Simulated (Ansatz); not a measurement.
## MoS2 (P6_3/mmc): the gap up the ladder of methods

Wanted: a ladder of band gaps for MoS2 (P6_3/mmc), from density functionals to G0W0.

Calculated with Ansatz 0.2.0; density functionals, hybrids and G0W0, plane waves, PAW.

The database entry behind the starting cell differs from later determinations by our own check (about 0.3 % long), so it need not match the best structure at ambient conditions.

## (1) Set-up

Symmetry: P6_3/mmc, No. 194, hexagonal system. Conventional cell: a = 3.169 Å, b = 3.169 Å, c = 12.324 Å, α = 90.00°, β = 90.00°, γ = 120.00°. Nearest to Mo lie 6 S at 2.41 Å. S has 3 Mo at 2.41 Å nearest. Farther neighbours and most contacts between anions are not listed.

The cell and positions come from the Crystallography Open Database and are kept as given unless a step says otherwise. The default PAW set here is soft_2. Its files were made with PBE.

## (2) LDA on the 12×12×2 mesh

This step: DFT, LDA, plane waves, PAW.

The input, input.yaml:

```yaml
crystal:
  lattice:
    - [3.169, 0.0, 0.0]
    - [-1.5845, 2.7444345046, 0.0]
    - [0.0, 0.0, 12.324]
  atoms:
    - { symbol: Mo, position: [0.3333333333, 0.6666666667, 0.25] }
    - { symbol: Mo, position: [0.6666666667, 0.3333333333, 0.75] }
    - { symbol: S, position: [0.3333333333, 0.6666666667, 0.623] }
    - { symbol: S, position: [0.6666666667, 0.3333333333, 0.123] }
    - { symbol: S, position: [0.3333333333, 0.6666666667, 0.877] }
    - { symbol: S, position: [0.6666666667, 0.3333333333, 0.377] }
kpoints:
  mp_grid: { grid: [12, 12, 2] }
  band_path:
    path:
      - [0.0, 0.0, 0.0]
      - [0.5, 0.0, 0.0]
      - [0.3333333333, 0.3333333333, 0.0]
      - [0.0, 0.0, 0.5]
      - [0.5, 0.0, 0.5]
      - [0.3333333333, 0.3333333333, 0.5]
      - [0.1666666667, 0.1666666667, 0.0]
    npoints: 1
hamiltonian:
  xc: lda
scf:
  occupations: { method: fixed }
  n_extra_bands: 6
output:
  forces: true
  stress: true
  eigenvalues: true
```

Started as:

```
> ansatz run input.yaml --threads 3 --pin off --max-ram 64512MiB --backend cuda --events-out ev --progress --plain --runs-dir out --devices 1 --max-vram 24GiB  # rebuilt from the run's record
```

Numbers of over 12 decimals in the logs are rounded to 6 here.

Output:

```text
scf.n_extra_bands = 6 over 26 filled bands (N_el = 52.0): the run solves 32 bands
GPUs: using 1 of 1 available (devices: 1).
Engine: ansatz 0.2.0, x86_64-unknown-linux-gnu
Pseudopotentials: kind: paw
Pseudopotential: Mo, paw, valence charge 14, recommended cutoff 420 eV (normal), Mo.paw.azcp
Pseudopotential: S, paw, valence charge 6, recommended cutoff 420 eV (normal), S.paw.azcp
Functional definition: SPW92
  exchange = slater_x
  correlation = pw_c
device memory: the entry about to start is reckoned to put 2.7 GiB on a device that reports 78.0 GiB free (of which the cap on the GPU budget leaves the run 24.0 GiB)
GPU FFT provider: cuFFT
GPU libraries: cuBLAS 13.8.1, cuFFT 12.4.0, cuSOLVER 12.3.2
Crystal: 6 atoms, lattice volume = 107.183 Å³
Basis set: ecut = 420 eV, 2081 PW (Γ)
Bands: 32, of which v1, the nominal top of the filled ones, is band 26 counted from 1 (25 counted from 0)
Symmetry: 24 space group operations
Space group: P63/mmc (ITA 194), of the structure as read, at distance tolerance 4.8e-5 Å
k-points: 38 of 288
Non-local potential: Mo, projectors of the file, l = 0: 3, l = 1: 2, l = 2: 2, l = 3: 1
Non-local potential: S, projectors of the file, l = 0: 2, l = 1: 2, l = 2: 2
PAW form: soft (Blöchl's): semilocal exchange-correlation on the pseudo side does not see the compensation charge
PAW frozen core: Mo, regenerated for the run's functional, and the local potential with it (the file was generated under x = pbe(κ = 0.804, μ = 0.219515), c = pbe(β = 0.066725))
PAW frozen core: S, regenerated for the run's functional, and the local potential with it (the file was generated under x = pbe(κ = 0.804, μ = 0.219515), c = pbe(β = 0.066725))
PAW one-centre angular grid: Mo, 590 points (default); XC on 64 Gauss nodes
PAW one-centre angular grid: S, 110 points (default); XC on 64 Gauss nodes
Initial density: superposition of atomic densities (neutral atoms: chi_scale 0, normalization atom), corrected by the library's trained network
Initial wavefunctions: pseudopotential atomic-orbital guess
GPU buffer pool allocated for 51840 grid points (all kernels)
GPU transforms: local potential and band sums: pruned to the plane-wave sphere, on 24×24×90
Functional: x = slater, c = lda
SCF iter   1: F=—  HF=-13169.701649 eV  |F-HF|=—  |Δ(HF+E_count)|=         —  Δρ=7.57e-3  dr2=3.21e-2  ethr=1.77e-3  ⟨swp⟩=5.0  Hψ=4508  notcnv=0  defer=121
preconditioner: auto → Resta (q_TF=auto, 2.418 Å⁻¹)  ε∞=8.8  [insulator: Δε(μ)=0.810 eV  Ē_g=7.684 eV  n_scr=26 (ndim 8)  ℏωp=21.5 eV  f_vac=0.016  ε∞_Penn≈8.8]
SCF iter   2: F=—  HF=-13169.702635 eV  |F-HF|=—  |Δ(HF+E_count)|=   9.86e-4  Δρ=4.17e-3  dr2=6.88e-3  ethr=6.17e-5  ⟨swp⟩=2.8  Hψ=2235  notcnv=0  defer=150
SCF iter   3: F=—  HF=-13169.703002 eV  |F-HF|=—  |Δ(HF+E_count)|=   3.67e-4  Δρ=1.95e-3  dr2=2.01e-3  ethr=1.32e-5  ⟨swp⟩=2.1  Hψ=1533  notcnv=0  defer=150
SCF iter   4: F=—  HF=-13169.703037 eV  |F-HF|=—  |Δ(HF+E_count)|=   3.58e-5  Δρ=2.12e-4  dr2=1.57e-4  ethr=3.87e-6  ⟨swp⟩=2.3  Hψ=1629  notcnv=0  defer=132
SCF iter   5: F=—  HF=-13169.703016 eV  |F-HF|=—  |Δ(HF+E_count)|=   2.12e-5  Δρ=5.16e-5  dr2=3.19e-6  ethr=3.01e-7  ⟨swp⟩=2.0  Hψ=1682  notcnv=0  defer=28
SCF iter   6: F=—  HF=-13169.703069 eV  |F-HF|=—  |Δ(HF+E_count)|=   5.27e-5  Δρ=1.25e-5  dr2=3.20e-7  ethr=6.14e-9  ⟨swp⟩=2.2  Hψ=1847  notcnv=0  defer=19
SCF iter   7: F=-13169.703069 eV  HF=-13169.703069 eV  |F-HF|=8.62e-10  |Δ(HF+E_count)|=   4.92e-8  Δρ=2.80e-6  dr2=8.57e-9  ethr=1.92e-10  ⟨swp⟩=7.8  Hψ=5606  notcnv=0
SCF 1 converged in 7 iterations: F = -13169.703069 eV  dr2 = 8.57e-9
[...]
device memory: the entry about to start is reckoned to put 1.6 GiB on a device that reports 76.5 GiB free (of which the cap on the GPU budget leaves the run 24.0 GiB)
NSCF: frozen V_eff on 7 k-points
SCF converged after 7 iterations
Free energy (F): -13169.703069 eV
Harris-Foulkes:  -13169.703069 eV  (|F-HF|=8.62e-10)
Internal energy: -13169.703069 eV  (E = F + TS)
E sigma→0 (E₀):  -13169.703069 eV
Fermi energy:    10.669547 eV
--- Per-component energies (eV) ---
  E_band       = -322.813497
  E_kinetic    = 1312.700278
  E_local      = -3939.047655  (includes V_loc(G=0)·N_el)
  E_nonlocal   = 412.298390
  E_hartree    = 1508.584472
  E_xc         = -751.285242
  E_vxc        = -810.099072  (∫ρ·V_xc dr)
  E_paw        = -8453.295343  (= ΣΔE_a)
  E_vpaw       = -315.837307  (= ΣTr[D̂ρ^β])
  E_aug_tail   = 0.000055  (compensation charges beyond the density's cutoff)
  E_ewald      = -3261.216446
  E_core_change = 1.558423  (= ΣΔE_core)
  E_smearing   = -0.000000  (= −TS)
  E_closure    = -0.000000  (closes the sum)
  Σ components = -13169.703069   (vs F -13169.703069, Δ=0.00e0)
--- Forces (eV/Å), atoms counted from 1 ---
  atom   1  Mo    -0.00000000    -0.00000000     0.00000000
  atom   2  Mo     0.00000000     0.00000000     0.00000000
  atom   3  S      0.00000000     0.00000000     0.48109008
  atom   4  S     -0.00000000    -0.00000000     0.48109008
  atom   5  S      0.00000000     0.00000000    -0.48109008
  atom   6  S      0.00000000    -0.00000000    -0.48109008
  max |Σ_I F_I| component: 1.11e-16 eV/Å
--- Stress (GPa, compression-positive) ---
       -5.827328       0.000000       0.000000
        0.000000      -5.827328       0.000000
        0.000000       0.000000      -5.372564
  P = ⅓ Tr σ = -5.6757 GPa (-56.757 kbar)
--- Band table (eV; the first three rows and the last of 38) ---
  k-point 0: bands = [... 22 lower, 8.5284, 9.4653, 9.5076, 10.6695, 12.7469, 12.7469, 12.7745, 12.7745, ... 2 higher]
  k-point 1: bands = [... 22 lower, 8.5050, 8.5050, 10.4003, 10.4003, 12.7523, 12.7523, 12.7523, 12.7523, ... 2 higher]
  k-point 2: bands = [... 22 lower, 8.6085, 9.4794, 9.6534, 10.4632, 12.6181, 12.6588, 12.7338, 12.7941, ... 2 higher]
  k-point 37: bands = [... 22 lower, 7.8144, 7.8144, 9.9394, 9.9394, 11.6869, 11.6869, 12.8898, 12.8898, ... 2 higher]
```

Elapsed: 8.1 s, on 1 × NVIDIA H100 80GB HBM3 (shared by 3 runs) with 3 threads of AMD EPYC 7R13 (Zen 3), shared host; peak memory 1 GiB.

In the SCF lines HF is the Harris–Foulkes energy and dr2 the Hartree energy of the density residual, in eV; the loop may stop once dr2 is under the threshold and the program's other checks hold. Hψ counts applications of the Hamiltonian.

This step gave:

```yaml
pressure: -5.676 GPa
gap: 0.8109 eV
valence_top_at: Γ
conduction_bottom_at: k = (0.167, 0.167, 0.000)
least_direct_gap: 1.649 eV
```

Over mesh and listed points the gap is 0.811 eV, from k = Γ to k = (0.167, 0.167, 0.000). The least direct gap found is 1.649 eV, at k = (0.333, 0.333, 0.000). The pressure in this cell is -6 GPa; the cell is kept.

## (3) PBE on the 12×12×2 mesh

Levels along a band path and on the mesh show where this functional puts the band edges.

This step: DFT, PBE, plane waves, PAW.

Edit input.yaml of step 2 so:

```diff
@@ -16,14 +16,10 @@
     path:
-      - [0.0, 0.0, 0.0]
-      - [0.5, 0.0, 0.0]
-      - [0.3333333333, 0.3333333333, 0.0]
-      - [0.0, 0.0, 0.5]
-      - [0.5, 0.0, 0.5]
-      - [0.3333333333, 0.3333333333, 0.5]
-      - [0.1666666667, 0.1666666667, 0.0]
-    npoints: 1
+      - [[0.0, 0.0, 0.0], [0.4999999999995, 6.480728614831e-13, 0.0], [0.333333333333, 0.3333333333343, 0.0], [0.0, 0.0, 0.0], [0.0, 0.0, 0.5], [0.4999999999995, 6.480728614831e-13, 0.5], [0.333333333333, 0.3333333333343, 0.5], [0.0, 0.0, 0.5]]
+      - [[0.4999999999995, 6.480728614831e-13, 0.5], [0.4999999999995, 6.480728614831e-13, 0.0]]
+      - [[0.333333333333, 0.3333333333343, 0.5], [0.333333333333, 0.3333333333343, 0.0]]
+    npoints: 10
 hamiltonian:
-  xc: lda
+  xc: pbe
 scf:
-  occupations: { method: fixed }
+  occupations: { method: fermi_dirac, width: 0.02 }
   n_extra_bands: 6
@@ -33 +29,5 @@
   eigenvalues: true
+  write_density: true
+  write_potential: true
+  elf: true
+  volumetric_format: npy
```

Output:

```text
[...]
GPUs: using 1 of 1 available (devices: 1).
[...]
GPU FFT provider: cuFFT
GPU libraries: cuBLAS 13.8.1, cuFFT 12.4.0, cuSOLVER 12.3.2
Crystal: 6 atoms, lattice volume = 107.183 Å³
Basis set: ecut = 420 eV, 2081 PW (Γ), exchange–correlation on 48×48×180 points (8 copies of the dense FFT grid, shifted against one another)
Bands: 32, of which v1, the nominal top of the filled ones, is band 26 counted from 1 (25 counted from 0)
Symmetry: 24 space group operations
[...]
k-points: 38 of 288
[...]
GPU buffer pool allocated for 51840 grid points (all kernels)
[...]
SCF iter   1: F=—  HF=-13525.527430 eV  |F-HF|=—  |Δ(HF+E_count)|=         —  Δρ=5.48e-3  dr2=7.50e-3  ethr=1.77e-3  ⟨swp⟩=7.6  Hψ=5526  notcnv=0
[...]
atom   1  Mo    -0.00000000    -0.00000000     0.00000000
  atom   2  Mo     0.00000000     0.00000000     0.00000000
  atom   3  S      0.00000000     0.00000000     0.06541419
  atom   4  S     -0.00000000    -0.00000000     0.06541419
  atom   5  S     -0.00000000     0.00000000    -0.06541419
  atom   6  S     -0.00000000    -0.00000000    -0.06541419
  max |Σ_I F_I| component: 7.29e-17 eV/Å
--- Stress (GPa, compression-positive) ---
        1.850048       0.000000       0.000000
        0.000000       1.850048      -0.000000
        0.000000      -0.000000       2.268797
  P = ⅓ Tr σ = 1.9896 GPa (19.896 kbar)
--- Band table (eV; the first three rows and the last of 38) ---
  k-point 0: bands = [... 22 lower, 8.7672, 9.7122, 9.7501, 10.8974, 12.9945, 12.9945, 13.0225, 13.0225, ... 2 higher]
  k-point 1: bands = [... 22 lower, 8.7439, 8.7439, 10.6308, 10.6308, 12.9999, 12.9999, 12.9999, 12.9999, ... 2 higher]
  k-point 2: bands = [... 22 lower, 8.8483, 9.7596, 9.8535, 10.6930, 12.8779, 12.9186, 12.9824, 13.0320, ... 2 higher]
  k-point 37: bands = [... 22 lower, 8.0259, 8.0259, 10.2004, 10.2004, 11.9460, 11.9460, 13.1987, 13.1987, ... 2 higher]
[key lines of the parts left out:]
SCF converged after 6 iterations
Free energy (F): -13525.541072 eV
Fermi energy:    11.321628 eV
```

Wall time 6.3 s (1 × NVIDIA H100 80GB HBM3 (shared by 3 runs) with 3 threads); peak memory 1.1 GiB.

This step gave:

| Property | Result |
| --- | --- |
| pressure | 1.990 GPa |
| filled bands | 26 |
| gap | 0.8845 eV |
| valence top at | Γ |
| conduction bottom at | k = (0.167, 0.167, 0.000) |
| least direct gap | 1.654 eV |

Over mesh and path the gap is 0.884 eV, from k = Γ to k = (0.167, 0.167, 0.000). The least direct gap found is 1.654 eV, at k = (0.333, 0.333, 0.000). PBE against LDA: 0.884 − 0.811 = +0.073 eV, with the same mesh, files and cutoff, and both edges at the same k points.

## (4) PBE+SOC on the 12×12×2 mesh

This run has two-component orbitals with spin-orbit coupling.

This step: DFT, PBE with spin-orbit coupling, plane waves, PAW.

input.yaml, the sections that differ from step 3:

```yaml
kpoints:
  mp_grid: { grid: [12, 12, 2] }
  band_path:
    path:
      - [0.0, 0.0, 0.0]
      - [0.5, 0.0, 0.0]
      - [0.3333333333, 0.3333333333, 0.0]
      - [0.0, 0.0, 0.5]
      - [0.5, 0.0, 0.5]
      - [0.3333333333, 0.3333333333, 0.5]
      - [0.1666666667, 0.1666666667, 0.0]
    npoints: 1
scf:
  occupations: { method: fermi_dirac, width: 0.02 }
  n_extra_bands: 12
magnetization:
  noncollinear: true
  spin_orbit: true
output:
  forces: true
  stress: true
  eigenvalues: true
# crystal, hamiltonian: as in step 3
```

Output:

```text
[...]
GPUs: using 1 of 1 available (devices: 1).
[...]
non-collinear run that drives no moment, with spin-orbit: no starting moment large enough to seed its density (crystal.atoms[].spin), no starting occupations that ask for one, no magnetisation constraint and no magnetic field, so the semilocal B_xc is pinned to zero
[...]
k-point 1: bands = [... 48 lower, 10.6351, 10.6351, 10.6351, 10.6351, 12.9602, 12.9602, 12.9602, 12.9602, ... 8 higher]
  k-point 2: bands = [... 48 lower, 9.8565, 9.8565, 10.6974, 10.6974, 12.8687, 12.8687, 12.9100, 12.9100, ... 8 higher]
  k-point 37: bands = [... 48 lower, 10.1295, 10.1295, 10.2759, 10.2759, 11.9438, 11.9438, 11.9467, 11.9467, ... 8 higher]
[key lines of the parts left out:]
SCF converged after 9 iterations
Magnetization: |M| = 0.0000 μB,  M = (+0.0000, +0.0000, +0.0000) μB
Free energy (F): -13527.898085 eV
Fermi energy:    11.323874 eV
P = ⅓ Tr σ = 1.9961 GPa (19.961 kbar)
```

The job ended after 4.1 s (1 × NVIDIA H100 80GB HBM3 (shared by 3 runs) with 3 threads; peak memory 1.1 GiB; 7.7 s of CPU time).

This step gave:

```
pressure             : 1.996 GPa
gap                  : 0.8790 eV
valence top at       : Γ
conduction bottom at : k = (0.167, 0.167, 0.000)
least direct gap     : 1.621 eV
```

Over mesh and listed points the gap is 0.879 eV, from k = Γ to k = (0.167, 0.167, 0.000). The least direct gap found is 1.621 eV, at k = (0.333, 0.333, 0.000). PBE+SOC against PBE: 0.879 − 0.884 = −0.005 eV, with the same mesh, set of files (read in its fully relativistic form for the spin-orbit run) and cutoff, and both edges at the same k points. The spin-orbit run sees mesh and listed points alone, so its gap is an upper bound: the coupling can move an edge off these points, and the change over the zone, its sign included where it is small, is not known.

## (5) r2SCAN on the 12×12×2 mesh

r2SCAN is a meta-GGA: it depends on the kinetic-energy density as well as on the density and its gradient.

This step: DFT, r2SCAN, plane waves, PAW.

Edit input.yaml of step 4 so:

```diff
@@ -25,9 +25,6 @@
 hamiltonian:
-  xc: pbe
+  xc: r2scan
 scf:
-  occupations: { method: fermi_dirac, width: 0.02 }
-  n_extra_bands: 12
-magnetization:
-  noncollinear: true
-  spin_orbit: true
+  occupations: { method: fixed }
+  n_extra_bands: 6
 output:
@@ -36 +33,5 @@
   eigenvalues: true
+  write_density: true
+  write_potential: true
+  elf: true
+  volumetric_format: npy
```

Output:

```text
[...]
GPUs: using 1 of 1 available (devices: 1).
[...]
GPU FFT provider: cuFFT
GPU libraries: cuBLAS 13.8.1, cuFFT 12.4.0, cuSOLVER 12.3.2
Crystal: 6 atoms, lattice volume = 107.183 Å³
Basis set: ecut = 500 eV, 2739 PW (Γ), exchange–correlation on 96×96×360 points (64 copies of the dense FFT grid, shifted against one another)
[...]
k-point 0: bands = [... 22 lower, 8.5243, 9.4938, 9.6177, 10.7941, 13.0336, 13.0336, 13.0627, 13.0627, ... 2 higher]
  k-point 1: bands = [... 22 lower, 8.4996, 8.4996, 10.5069, 10.5069, 13.0382, 13.0382, 13.0382, 13.0382, ... 2 higher]
  k-point 2: bands = [... 22 lower, 8.6113, 9.6246, 9.6431, 10.5845, 12.9325, 12.9716, 13.0094, 13.0472, ... 2 higher]
  k-point 37: bands = [... 22 lower, 7.7489, 7.7489, 10.0569, 10.0569, 11.9089, 11.9089, 13.2477, 13.2477, ... 2 higher]
[key lines of the parts left out:]
SCF converged after 7 iterations
Free energy (F): -13564.282374 eV
Fermi energy:    10.794142 eV
P = ⅓ Tr σ = 0.7587 GPa (7.587 kbar)
```

It took 3.9 s on 1 × NVIDIA H100 80GB HBM3 (shared by 3 runs) with 3 threads; peak memory 1.2 GiB.

Numbers from this step:

```yaml
pressure: 0.7587 GPa
gap: 0.9893 eV
valence_top_at: Γ
conduction_bottom_at: k = (0.167, 0.167, 0.000)
least_direct_gap: 1.763 eV
```

Over mesh and listed points the gap is 0.989 eV, from k = Γ to k = (0.167, 0.167, 0.000). The least direct gap found is 1.763 eV, at k = (0.333, 0.333, 0.000). r2SCAN against PBE: 0.989 − 0.884 = +0.105 eV. The runs also differ in plane-wave cutoff (420 eV and 500 eV), so how much of this comes from the functional alone is not known.

## (6) HSE06 on the 6×6×2 mesh

HSE06 mixes in a quarter of exact exchange at short range.

This step: DFT, HSE06, plane waves, PAW.

Edit input.yaml of step 5 so:

```diff
@@ -13,3 +13,3 @@
 kpoints:
-  mp_grid: { grid: [12, 12, 2] }
+  mp_grid: { grid: [6, 6, 2] }
   band_path:
@@ -25,3 +25,3 @@
 hamiltonian:
-  xc: r2scan
+  xc: hse06
 scf:
@@ -33,5 +33 @@
   eigenvalues: true
-  write_density: true
-  write_potential: true
-  elf: true
-  volumetric_format: npy
```

Output:

```text
[...]
--- Band table (eV; the first three rows and the last of 14) ---
  k-point 0: bands = [... 22 lower, 8.1940, 9.1050, 9.2723, 10.5225, 13.3442, 13.3442, 13.3757, 13.3757, ... 2 higher]
  k-point 1: bands = [... 22 lower, 8.1667, 8.1667, 10.2136, 10.2136, 13.3482, 13.3482, 13.3482, 13.3482, ... 2 higher]
  k-point 2: bands = [... 22 lower, 8.2016, 9.1362, 9.2062, 9.6785, 12.6441, 13.0246, 13.1090, 13.2419, ... 2 higher]
  k-point 13: bands = [... 22 lower, 7.2389, 7.2389, 9.8266, 9.8266, 12.0383, 12.0383, 13.5906, 13.5906, ... 2 higher]
[key lines of the parts left out:]
Free energy (F): -13531.565361 eV
Fermi energy:    10.522502 eV
P = ⅓ Tr σ = -2.8441 GPa (-28.441 kbar)
```

It took 18 s on 1 × NVIDIA H100 80GB HBM3 (shared by 3 runs) with 3 threads; peak memory 2.2 GiB; 38 s of CPU time.

This step gave:

* gap: 1.444 eV
* valence top at: Γ
* conduction bottom at: k = (0.167, 0.167, 0.000)
* least direct gap: 2.116 eV
* exact-exchange fraction: 0.25

Over mesh and listed points the gap is 1.444 eV, from k = Γ to k = (0.167, 0.167, 0.000). The least direct gap found is 2.116 eV, at k = (0.333, 0.333, 0.000). HSE06 against PBE: 1.444 − 0.884 = +0.560 eV. The runs also differ in mesh (12×12×2 and 6×6×2), so how much of this comes from the functional alone is not known. The program's warnings for this run: stress exchange threshold loose; stress scf threshold loose.

[end of part 1 of 2]

[Paths, hosts, dates, memory and timing lines, banners, echoed tables and standing remarks are left out of the program output.]

[Logs are printed without paths, hosts, clocks, repeated set-up lines and the standing remarks that a program may print on its own settings, such as how far it seeks lower states.]

[Runs of the session that timed out or met a known fault of the program may be left out.]

[Cells called generated may have been cut or substituted from an entry of the Crystallography Open Database or the Materials Project.]

[Hosts, paths, dates, database ids (printed as entryN), source tags and the programs' standing remarks are cut or masked in the printed files.]

[Where an RPA ε∞ is given, it is that of the G0W0 mesh and is not shown converged in it. Names of k-points follow the symmetry that the program found, which can be lower than the space group named. Band edges on a path are those of the sampled points; other points can move an edge, and change direct to indirect where valleys lie close.]

[Hybrid gaps are those of their k-mesh and are not shown converged in it.]
